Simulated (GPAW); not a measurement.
# A GW chain in GPAW: ZnS2 (Pa-3)

How does a plane-wave GW calculation on ZnS2 (Pa-3) run from the first input to the gap?

Main program and level: GPAW 26.7.0; LDA and many-body steps on it, plane waves.

## Step 1: Set-up

It takes space group Pa-3 (No. 205, cubic). Conventional cell: a = 5.945 Å, b = 5.945 Å, c = 5.945 Å, α = 90.00°, β = 90.00°, γ = 90.00°. Zn has 6 S at 2.52 Å nearest. Nearest to S lie 1 S at 2.06 Å and 3 Zn at 2.52 Å. Farther neighbours and most contacts between anions are not listed.

The cell and positions are those that the Materials Project relaxed with its own functionals (PBE, PBE+U or r2SCAN), kept fixed.

## Step 2: Ground state

This step: GPAW 26.7.0; DFT, LDA, plane waves, PAW.

The ground-state density comes first.

File run.py:

```python
import json
import numpy as np
from gpaw.mpi import world
from ase import Atoms
from gpaw import GPAW, PW, FermiDirac

atoms = Atoms(['Zn', 'Zn', 'Zn', 'Zn', 'S', 'S', 'S', 'S', 'S', 'S', 'S', 'S'],
    cell=[[5.9454304600, 0.0000000000, 0.0000000000],
      [0.0000000000, 5.9454304600, 0.0000000000],
      [0.0000000000, 0.0000000000, 5.9454304600]],
    scaled_positions=[[0.5000000000, 0.5000000000, 0.0000000000],
      [0.5000000000, 0.0000000000, 0.5000000000],
      [0.0000000000, 0.5000000000, 0.5000000000],
      [0.0000000000, 0.0000000000, 0.0000000000],
      [0.1002463900, 0.8997536100, 0.3997536100],
      [0.8997536100, 0.3997536100, 0.1002463900],
      [0.3997536100, 0.1002463900, 0.8997536100],
      [0.6002463900, 0.6002463900, 0.6002463900],
      [0.8997536100, 0.1002463900, 0.6002463900],
      [0.1002463900, 0.6002463900, 0.8997536100],
      [0.6002463900, 0.8997536100, 0.1002463900],
      [0.3997536100, 0.3997536100, 0.3997536100]],
    pbc=(True, True, True))
calc = GPAW(mode=PW(600),
    xc='LDA',
    kpts={'size': (4, 4, 4), 'gamma': True},
    occupations=FermiDirac(0.001),
    nbands=-12,
    convergence={'density': 1e-6, 'bands': -3},
    maxiter=100,
    txt='gs.txt')
atoms.calc = calc
res = {'energy': atoms.get_potential_energy()}
kpts = calc.get_ibz_k_points()
res['kpts'] = kpts
res['eigenvalues'] = [calc.get_eigenvalues(kpt=k) for k in range(len(kpts))]
res['n_electrons'] = calc.get_number_of_electrons()
calc.write('gs.gpw')

if world.rank == 0:
    with open('result.json', 'w') as f:
        json.dump(res, f, default=lambda x: x.tolist())
```

On the command line:

```
> mpirun -n 4 gpaw python run.py
```

Log:

```text
__  _  _
 | _ |_)|_||  |
 |__||  | ||/\| - 26.7.0

Input parameters:
  mode=PW(ecut=600.0),
  convergence={'density': 1e-06, 'bands': -3},
  kpts=MonkhorstPack(size=(4, 4, 4), gamma=True),
  maxiter=100,
  nbands=-12,
  occupations=Occupations(name='fermi-dirac', width=0.001, fixmagmom=False),
  xc=XC(name='LDA')
  [... matrices ...]
Diagonalizing LCAO Hamiltonian
Converting LCAO to pw mode
     .--------------.
    /|              |
   / S              |
  /  |              |
 *   | S    S       |
 | Zn|S             |
 |   |         S    |
 |   .---Zn---S-----.
 |  /              /
 | /       Zn   S /
 |/              /
 Zn-------------*

Atoms  # Å, Bohr magnetons
|    | symbol |        x |        y |        z |    initial magnetic moments |
|  0 |     Zn | 2.972715 | 2.972715 | 0.000000 | ( 0.0000,  0.0000,  0.0000) |
|  1 |     Zn | 2.972715 | 0.000000 | 2.972715 | ( 0.0000,  0.0000,  0.0000) |
|  2 |     Zn | 0.000000 | 2.972715 | 2.972715 | ( 0.0000,  0.0000,  0.0000) |
|  3 |     Zn | 0.000000 | 0.000000 | 0.000000 | ( 0.0000,  0.0000,  0.0000) |
|  4 |      S | 0.596008 | 5.349423 | 2.376707 | ( 0.0000,  0.0000,  0.0000) |
|  5 |      S | 5.349423 | 2.376707 | 0.596008 | ( 0.0000,  0.0000,  0.0000) |
|  6 |      S | 2.376707 | 0.596008 | 5.349423 | ( 0.0000,  0.0000,  0.0000) |
|  7 |      S | 3.568723 | 3.568723 | 3.568723 | ( 0.0000,  0.0000,  0.0000) |
|  8 |      S | 5.349423 | 0.596008 | 3.568723 | ( 0.0000,  0.0000,  0.0000) |
|  9 |      S | 0.596008 | 3.568723 | 5.349423 | ( 0.0000,  0.0000,  0.0000) |
| 10 |      S | 3.568723 | 5.349423 | 0.596008 | ( 0.0000,  0.0000,  0.0000) |
| 11 |      S | 2.376707 | 2.376707 | 2.376707 | ( 0.0000,  0.0000,  0.0000) |

Unit cell  # Å
| periodic |        x |        y |        z |  lengths |    angles |
|      yes | 5.945430 | 0.000000 | 0.000000 | 5.945430 | 90.000000 |
|      yes | 0.000000 | 5.945430 | 0.000000 | 5.945430 | 90.000000 |
|      yes | 0.000000 | 0.000000 | 5.945430 | 5.945430 | 90.000000 |

Number of symmetries: 6
Symmetry operations  # r_c * U_cc + t_c -> r_c
|   | kind |            matrix            |
| 0 |  E   |  1, 0, 0,  0, 1, 0,  0, 0, 1 |
| 1 |  C3  |  0, 1, 0,  0, 0, 1,  1, 0, 0 |
| 2 |  C3  |  0, 0, 1,  1, 0, 0,  0, 1, 0 |
| 3 |  S6  |  0, 0,-1, -1, 0, 0,  0,-1, 0 |
| 4 |  S6  |  0,-1, 0,  0, 0,-1, -1, 0, 0 |
| 5 |  i   | -1, 0, 0,  0,-1, 0,  0, 0,-1 |

BZ-sampling:
  Number of BZ points: 64
  Number of IBZ points: 14

  Monkhorst-Pack size: [4, 4, 4]
  Monkhorst-Pack shift: [0.125, 0.125, 0.125]

K-points  # in reciprocal-cell coordinates
|     |                                coordinates |     weight |
|   0 | (  0.00000000,   0.00000000,   0.00000000) | 0.01562500 |
|   1 | (  0.25000000,   0.00000000,  -0.25000000) | 0.09375000 |
|   2 | (  0.25000000,   0.00000000,   0.00000000) | 0.09375000 |
|   3 | (  0.25000000,   0.25000000,  -0.25000000) | 0.09375000 |
|   4 | (  0.25000000,   0.25000000,   0.00000000) | 0.09375000 |
|   5 | (  0.25000000,   0.25000000,   0.25000000) | 0.03125000 |
|   6 | (  0.50000000,   0.00000000,   0.00000000) | 0.04687500 |
|   7 | (  0.50000000,   0.00000000,   0.25000000) | 0.09375000 |
|   8 | (  0.50000000,   0.25000000,  -0.25000000) | 0.09375000 |
|   9 | (  0.50000000,   0.25000000,   0.00000000) | 0.09375000 |
| ... |                                            |            |
|  13 | (  0.50000000,   0.50000000,   0.50000000) | 0.01562500 |

Plane wave coefficients: 7088
Cutoff: 600.0 eV

Spin-components: 1 (collinear spins)
Bands:           60
Projectors:      64
Spin-degeneracy: 2
Datatype:        complex128

  Storage: CPU
  Wave functions: 95_088_000 bytes (23_772_000 per core)
  Projectors: 50_713_600 bytes (12_678_400 per core)
  [... matrices ...]
Parallelization:
  kpt:    4
  domain: 1
  band:   1

Density:
  Valence electrons: 96.0
  Components: 1
  Grid points: [35 35 35]
  Charge: 0.0  # |e|

Potential:
  Grid points: [35 35 35]

species:
  Zn:
    name:    Zinc
    Z:       30.0
    valence: 12
    core:    18
    charge:  0.0  # [|e|]
    compensation charges:
      type: gauss
      rc: 0.37  # [Å]
      lmax: 2
    cutoffs:
      filter: 2.14  # [Å]
      core: 2.28  # [Å]
    projectors
    | kind |    occ | energy [eV] | rcut [Å] |
    |   4s |  2.000 |      -6.218 |    1.286 |
    |   4p |  0.000 |      -1.230 |    1.270 |
    |   3d | 10.000 |     -10.426 |    1.180 |
    |    s |        |      20.994 |    1.286 |
    |    p |        |      25.981 |    1.270 |
    |    d |        |      16.786 |    1.180 |

    Using partial waves for Zn as LCAO basis

  S:
    name:    Sulfur
    Z:       16.0
    valence: 6
    core:    10
    charge:  0.0  # [|e|]
    compensation charges:
      type: gauss
      rc: 0.24  # [Å]
      lmax: 2
    cutoffs:
      filter: 1.77  # [Å]
      core: 1.66  # [Å]
    projectors
    | kind |    occ | energy [eV] | rcut [Å] |
    |   3s |  2.000 |     -17.278 |    0.974 |
    |   3p |  4.000 |      -7.106 |    0.979 |
    |    s |        |       9.933 |    0.974 |
    |    p |        |      20.105 |    0.979 |
    |    d |        |       0.000 |    0.900 |

    Using partial waves for S as LCAO basis

Reference energy: -281748.278362  # eV

eigensolver:
  PPCG
  Converge bands: -3
  niter=2

density mixing:
  MSR1-Mixer
  Pratt-step length: 0.05
  Maximum mixing coefficient: 0.75
  Old densities: 10
  SVD Regularization: 0.005
  Good broyden scale: 1.0
  Trust region scale: 1.0
  Backstep threshold: 4.0
  History deletion threshold: 6.0
  Fourier metric: weight=20.0, sigma=0.015

occupation numbers:
  Fermi-Dirac:
    width: 0.0010  # eV

poisson solver:
  ecut: 4800.0  # eV

xc functional:
  name: None

Initialization done in: 3.247 s

convergence criteria:
- Maximum integral of absolute [dens]ity change: 1e-06 electrons / valence electron
- Maximum [total energy] change in last 3 cyles: 0.0005 eV / valence electron
- Maximum integral of absolute [eigenst]ate change: 4e-08 eV^2 / valence electron
maximum number of iterations: 100

SCF iterations
|iter     |     time |      energy | eigst |  dens |
|iter:   1|  |  -51.142300 | +1.69 |       |
|iter:   2|  |  -51.344108 | +0.89 | -1.19 |
|iter:   3|  |  -50.587471 | +0.27 | -1.22 |
|iter:   4|  |  -50.433747 | -0.40 | -1.61 |
|iter:   5|  |  -50.426460 | -0.75 | -2.03 |
|iter:   6|  |  -50.427609c| -1.17 | -2.68 |
|iter:   7|  |  -50.427738c| -1.39 | -3.30 |
|iter:   8|  |  -50.427754c| -1.48 | -3.86 |
|iter:   9|  |  -50.427758c| -1.68 | -4.31 |
|iter:  10|  |  -50.427758c| -1.91 | -4.93 |
|iter:  11|  |  -50.427758c| -1.97 | -5.32 |
|iter:  12|  |  -50.427758c| -2.10 | -5.72 |
|iter:  13|  |  -50.427758c| -2.27 | -6.25c|
|iter:  14|  |  -50.427758c| -2.43 | -6.64c|
|iter:  15|  |  -50.427758c| -2.61 | -7.12c|
|iter:  16|  |  -50.427758c| -2.75 | -7.73c|
|iter:  17|  |  -50.427758c| -2.92 | -8.06c|
|iter:  18|  |  -50.427758c| -3.12 | -8.58c|
|iter:  19|  |  -50.427758c| -3.33 | -8.90c|
|iter:  20|  |  -50.427758c| -3.51 | -9.41c|
|iter:  21|  |  -50.427758c| -3.68 | -9.34c|
|iter:  22|  |  -50.427758c| -3.81 | -9.75c|
|iter:  23|  |  -50.427758c| -3.89 | -9.95c|
|iter:  24|  |  -50.427758c| -4.02 |-10.25c|
|iter:  25|  |  -50.427758c| -4.12 |-10.34c|
|iter:  26|  |  -50.427758c| -4.30 |-10.15c|
|iter:  27|  |  -50.427758c| -4.61 |-10.48c|
|iter:  28|  |  -50.427758c| -4.95 |-10.39c|
|iter:  29|  |  -50.427758c| -5.29 |-10.33c|
|iter:  30|  |  -50.427758c| -5.30 |-10.22c|
|iter:  31|  |  -50.427758c| -5.54 |-10.39c|
|iter:  32|  |  -50.427758c| -5.78 |-10.65c|
|iter:  33|  |  -50.427758c| -6.04 |-10.44c|
|iter:  34|  |  -50.427758c| -6.03 |-10.22c|
|iter:  35|  |  -50.427758c| -6.43 |-10.36c|
|iter:  36|  |  -50.427758c| -6.71 |-10.33c|
|iter:  37|  |  -50.427758c| -6.92 |-10.56c|
|iter:  38|  |  -50.427758c| -7.43c|-10.62c|

Converged in 38 steps
SCF loop duration: 67.802 s (1.784 s/step)
Energy contributions relative to reference atoms: (reference = -281748.278362)
  [... matrices ...]
Energy contributions:
  Kinetic:          50.367739
  Coulomb:         -40.932858
  Zero:              0.565293
  External:          0.000000
  Xc:              -60.427933
  Entropy:          -0.000000
  Spinorbit:         0.000000
  ----------------------------
  Free energy:     -50.427758
  Extrapolated:    -50.427758

dipole moment: (-22.451429, -22.451429, -22.451429)  # |e|*Ang

Fermi level: 6.946
Eigenvalues  # (at kpt = [0.000, 0.000, 0.000])
| band index |      eig [eV] | occ [0-2] |
|          0 |       -10.060 |     2.000 |
|        ... |               |           |
|         40 |         2.557 |     2.000 |
|         41 |         2.557 |     2.000 |
|         42 |         2.557 |     2.000 |
|         43 |         5.420 |     2.000 |
|         44 |         5.420 |     2.000 |
|         45 |         5.420 |     2.000 |
|         46 |         6.141 |     2.000 |
|         47 |         6.141 |     2.000 |
|         48 |         7.781 |     0.000 |
[...]
|         52 |         8.914 |     0.000 |
|         53 |        10.774 |     0.000 |
|         54 |        10.774 |     0.000 |
|         55 |        10.774 |     0.000 |
|        ... |               |           |
|         59 |        12.421 |     0.000 |

Gap: 1.262 eV
Transition (v -> c):
  (s=0, k=0, n=47, [0.00, 0.00, 0.00]) -> (s=0, k=5, n=48, [0.25, 0.25, 0.25])
Direct/indirect transitions are different
Direct gap: 1.640 eV
Transition at: (s=0, k=0, n=47, [0.00, 0.00, 0.00])
# Writing to gs.gpw (mode='')
  [... matrices ...]
```

Elapsed: 73 s, on 4 MPI ranks of AMD EPYC 9R14 (Zen 4), shared host; peak memory 1.2 GiB; 4.9 min of CPU time.

Numbers from this step:

* total energy: -50.4278 eV
* gap: 1.262 eV
* k of the valence top: 0, 0, 0
* k of the conduction bottom: 0.25, 0.25, 0.25
* least direct gap: 1.640 eV

The gap is indirect, with the least direct gap 0.38 eV higher.

## Step 3: Bands along the symmetry lines

The cheap functional maps the bands first; the places of the edges decide which points the dearer methods must see.

File run.py:

```python
import json
import numpy as np
from gpaw.mpi import world
from gpaw import GPAW

path = [[0.000000, 0.000000, 0.000000],
    [0.000000, 0.062500, 0.000000],
    [0.000000, 0.125000, 0.000000],
    [0.000000, 0.187500, 0.000000],
    [0.000000, 0.250000, 0.000000],
    [0.000000, 0.312500, 0.000000],
    [0.000000, 0.375000, 0.000000],
    [0.000000, 0.437500, 0.000000],
    [0.000000, 0.500000, 0.000000],
    [0.062500, 0.500000, 0.000000],
    [0.125000, 0.500000, 0.000000],
    [0.187500, 0.500000, 0.000000],
    [0.250000, 0.500000, 0.000000],
    [0.312500, 0.500000, 0.000000],
    [0.375000, 0.500000, 0.000000],
    [0.437500, 0.500000, 0.000000],
    [0.500000, 0.500000, 0.000000],
    [0.437500, 0.437500, 0.000000],
    [0.375000, 0.375000, 0.000000],
    [0.312500, 0.312500, 0.000000],
    [0.250000, 0.250000, 0.000000],
    [0.187500, 0.187500, 0.000000],
    [0.125000, 0.125000, 0.000000],
    [0.062500, 0.062500, 0.000000],
    [0.000000, 0.000000, 0.000000],
    [0.062500, 0.062500, 0.062500],
    [0.125000, 0.125000, 0.125000],
    [0.187500, 0.187500, 0.187500],
    [0.250000, 0.250000, 0.250000],
    [0.312500, 0.312500, 0.312500],
    [0.375000, 0.375000, 0.375000],
    [0.437500, 0.437500, 0.437500],
    [0.500000, 0.500000, 0.500000],
    [0.437500, 0.500000, 0.437500],
    [0.375000, 0.500000, 0.375000],
    [0.312500, 0.500000, 0.312500],
    [0.250000, 0.500000, 0.250000],
    [0.187500, 0.500000, 0.187500],
    [0.125000, 0.500000, 0.125000],
    [0.062500, 0.500000, 0.062500],
    [0.000000, 0.500000, 0.000000],
    [0.500000, 0.500000, 0.500000],
    [0.500000, 0.500000, 0.437500],
    [0.500000, 0.500000, 0.375000],
    [0.500000, 0.500000, 0.312500],
    [0.500000, 0.500000, 0.250000],
    [0.500000, 0.500000, 0.187500],
    [0.500000, 0.500000, 0.125000],
    [0.500000, 0.500000, 0.062500],
    [0.500000, 0.500000, 0.000000],
    [0.500000, 0.437500, 0.000000],
    [0.500000, 0.375000, 0.000000],
    [0.500000, 0.312500, 0.000000],
    [0.500000, 0.250000, 0.000000],
    [0.500000, 0.187500, 0.000000],
    [0.500000, 0.125000, 0.000000],
    [0.500000, 0.062500, 0.000000],
    [0.500000, 0.000000, 0.000000]]
calc = GPAW('gs.gpw').fixed_density(kpts=path,
    symmetry='off',
    nbands=58,
    convergence={'bands': 54},
    txt='bands.txt')
res = {}
kpts = calc.get_ibz_k_points()
res['kpts'] = kpts
res['eigenvalues'] = [calc.get_eigenvalues(kpt=k) for k in range(len(kpts))]
res['n_electrons'] = calc.get_number_of_electrons()

if world.rank == 0:
    with open('result.json', 'w') as f:
        json.dump(res, f, default=lambda x: x.tolist())
```

On the command line:

```
> mpirun -n 4 gpaw python run.py
```

Log:

```text
Diagonalizing LCAO Hamiltonian
Converting LCAO to pw mode
convergence criteria:
- Maximum integral of absolute [eigenst]ate change: 4e-08 eV^2 / valence electron
maximum number of iterations: 100

SCF iterations
|iter     |     time |      energy | eigst |  dens |
|iter:   1|  |             | +1.54 |       |
|iter:   2|  |             | +0.58 |       |
|iter:   3|  |             | +0.14 |       |
[...]
|iter:  45|  |             | -7.38 |       |
|iter:  46|  |             | -7.40 |       |
|iter:  47|  |             | -7.48c|       |
SCF steps: 47
  __  _  _
 | _ |_)|_||  |
 |__||  | ||/\| - 26.7.0

Input parameters:
  mode=PW(ecut=600.0),
  convergence={'bands': 54},
  gpts=array([35, 35, 35]),
  kpts=KPoints(kpts=array([[0.    , 0.    , 0.    ],
         [0.    , 0.0625, 0.    ],
         [0.    , 0.125 , 0.    ],
         [0.    , 0.1875, 0.    ],
         [0.    , 0.25  , 0.    ],
         [0.    , 0.3125, 0.    ],
         [0.    , 0.375 , 0.    ],
[...]
[0.0625, 0.5   , 0.    ],
[...]
[0.1875, 0.5   , 0.    ],
[...]
[0.3125, 0.5   , 0.    ],
[...]
[0.4375, 0.5   , 0.    ],
[...]
[0.4375, 0.4375, 0.    ],
[...]
[0.3125, 0.3125, 0.    ],
[...]
[0.1875, 0.1875, 0.    ],
[...]
[0.0625, 0.0625, 0.    ],
[...]
[0.0625, 0.0625, 0.0625],
[...]
[0.1875, 0.1875, 0.1875],
[...]
[0.3125, 0.3125, 0.3125],
[...]
[0.4375, 0.4375, 0.4375],
[...]
[0.4375, 0.5   , 0.4375],
[...]
[0.3125, 0.5   , 0.3125],
[...]
[0.1875, 0.5   , 0.1875],
[...]
[0.0625, 0.5   , 0.0625],
[...]
[0.5   , 0.5   , 0.4375],
[...]
[0.5   , 0.5   , 0.3125],
[...]
[0.5   , 0.5   , 0.1875],
[...]
[0.5   , 0.5   , 0.0625],
[...]
[0.5   , 0.25  , 0.    ],
         [0.5   , 0.1875, 0.    ],
         [0.5   , 0.125 , 0.    ],
         [0.5   , 0.0625, 0.    ],
         [0.5   , 0.    , 0.    ]])),
  maxiter=100,
  nbands=58,
  occupations=Occupations(name='fermi-dirac', width=0.001, fixmagmom=False),
  parallel={},
  symmetry=Symmetry(point_group=False, time_reversal=False),
  xc=XC(name='LDA')
```

Run time: 3.6 min. Hardware: 4 MPI ranks; peak memory 1.7 GiB.

Numbers from this step:

```
gap                        : 1.262 eV
k of the valence top       : 0, 0, 0
k of the conduction bottom : 0.25, 0.25, 0.25
least direct gap           : 1.640 eV
```

The gap is 1.262 eV, as in the run before at this level.

The electronic bands at the labelled points (eV, zero at the top of the highest filled band):

| point | band 45 | band 46 | band 47 | band 48 | band 49 | band 50 | band 51 | band 52 |
| --- | --- | --- | --- | --- | --- | --- | --- | --- |
| Γ | -0.72 | -0.72 | 0.00 | 0.00 | 1.64 | 2.14 | 2.77 | 2.77 |
| halfway | -0.98 | -0.93 | -0.52 | -0.05 | 1.63 | 1.87 | 2.34 | 2.43 |
| X | -1.83 | -1.83 | -0.22 | -0.22 | 1.81 | 1.81 | 1.87 | 1.87 |
| halfway | -1.81 | -1.81 | -0.87 | -0.87 | 1.80 | 1.80 | 1.92 | 1.92 |
| M | -1.67 | -1.67 | -1.67 | -1.67 | 1.67 | 1.67 | 1.67 | 1.67 |
| halfway | -1.05 | -1.05 | -0.83 | -0.65 | 1.56 | 1.85 | 1.92 | 2.46 |
| Γ | -0.72 | -0.72 | 0.00 | 0.00 | 1.64 | 2.14 | 2.77 | 2.77 |
| halfway | -1.27 | -1.27 | -0.96 | -0.96 | 1.26 | 1.98 | 2.28 | 2.28 |
| R | -2.37 | -2.37 | -2.37 | -2.37 | 1.84 | 1.84 | 1.84 | 1.84 |
| halfway | -1.68 | -1.68 | -1.18 | -1.18 | 1.76 | 1.76 | 2.24 | 2.24 |
| X | -1.83 | -1.83 | -0.22 | -0.22 | 1.81 | 1.81 | 1.87 | 1.87 |
| jump to R | -2.37 | -2.37 | -2.37 | -2.37 | 1.84 | 1.84 | 1.84 | 1.84 |
| halfway | -1.78 | -1.78 | -1.78 | -1.78 | 2.04 | 2.04 | 2.04 | 2.04 |
| M | -1.67 | -1.67 | -1.67 | -1.67 | 1.67 | 1.67 | 1.67 | 1.67 |
| halfway | -1.69 | -1.69 | -0.74 | -0.74 | 1.66 | 1.66 | 1.92 | 1.92 |
| X1 | -1.83 | -1.83 | -0.22 | -0.22 | 1.81 | 1.81 | 1.87 | 1.87 |

## Step 4: Empty states on the mesh, 2×2×2 mesh, 260 bands

The sums over transitions need many empty states on a uniform mesh; this step solves for them.

File run.py:

```python
import json
import numpy as np
from gpaw.mpi import world
from gpaw import GPAW

calc = GPAW('gs.gpw').fixed_density(kpts={'size': (2, 2, 2), 'gamma': True},
    nbands=303,
    convergence={'bands': 260},
    txt='nscf.txt')
calc.write('full.gpw', mode='all')
res = {}
kpts = calc.get_ibz_k_points()
res['kpts'] = kpts
res['eigenvalues'] = [calc.get_eigenvalues(kpt=k) for k in range(len(kpts))]
res['n_electrons'] = calc.get_number_of_electrons()

if world.rank == 0:
    with open('result.json', 'w') as f:
        json.dump(res, f, default=lambda x: x.tolist())
```

On the command line:

```
> mpirun -n 4 gpaw python run.py
```

Log:

```text
Diagonalizing LCAO Hamiltonian
Converting LCAO to pw mode
convergence criteria:
- Maximum integral of absolute [eigenst]ate change: 4e-08 eV^2 / valence electron
maximum number of iterations: 100

SCF iterations
|iter     |     time |      energy | eigst |  dens |
|iter:   1|  |             | +4.43 |       |
|iter:   2|  |             | +3.26 |       |
|iter:   3|  |             | +2.44 |       |
[...]
|iter:  21|  |             | -6.93 |       |
|iter:  22|  |             | -7.15 |       |
|iter:  23|  |             | -7.52c|       |
SCF steps: 23
  __  _  _
 | _ |_)|_||  |
 |__||  | ||/\| - 26.7.0

Input parameters:
  mode=PW(ecut=600.0),
  convergence={'bands': 260},
  gpts=array([35, 35, 35]),
  kpts=MonkhorstPack(size=(2, 2, 2), gamma=True),
  maxiter=100,
  nbands=303,
  occupations=Occupations(name='fermi-dirac', width=0.001, fixmagmom=False),
  parallel={},
  xc=XC(name='LDA')
# Writing to full.gpw (mode='all')
  [... matrices ...]

timing:  # [seconds]
  Total: 0.137  # ━━━━━━━━━━━━━━━━━━━━━━━━━━━━━━━━━━━━━━━━━━━━━━━━━━━━━━━━━━━
```

Elapsed: 67 s, on 4 MPI ranks; peak memory 1.6 GiB.

Numbers from this step:

```
gap                                                           : 1.640 eV
k of the valence top                                          : 0, 0, 0
k of the conduction bottom                                    : 0, 0, 0
least direct gap                                              : 1.640 eV
k points computed                                             : 4
lowest point of the top converged band, above the valence top : 48.59 eV
```

On this mesh the gap is 1.640 eV. The earlier step found 1.262 eV, so this mesh misses an edge.

[end of part 1 of 2]

[Paths, hosts, dates, memory and timing lines, banners, echoed tables and standing remarks are left out of the program output.]

[Logs are printed without paths, hosts, clocks, repeated set-up lines and the standing remarks that a program may print on its own settings, such as how far it seeks lower states.]

[Runs of the session that timed out or met a known fault of the program may be left out.]

[Hosts, paths, dates, database ids (printed as entryN), source tags and the programs' standing remarks are cut or masked in the printed files.]
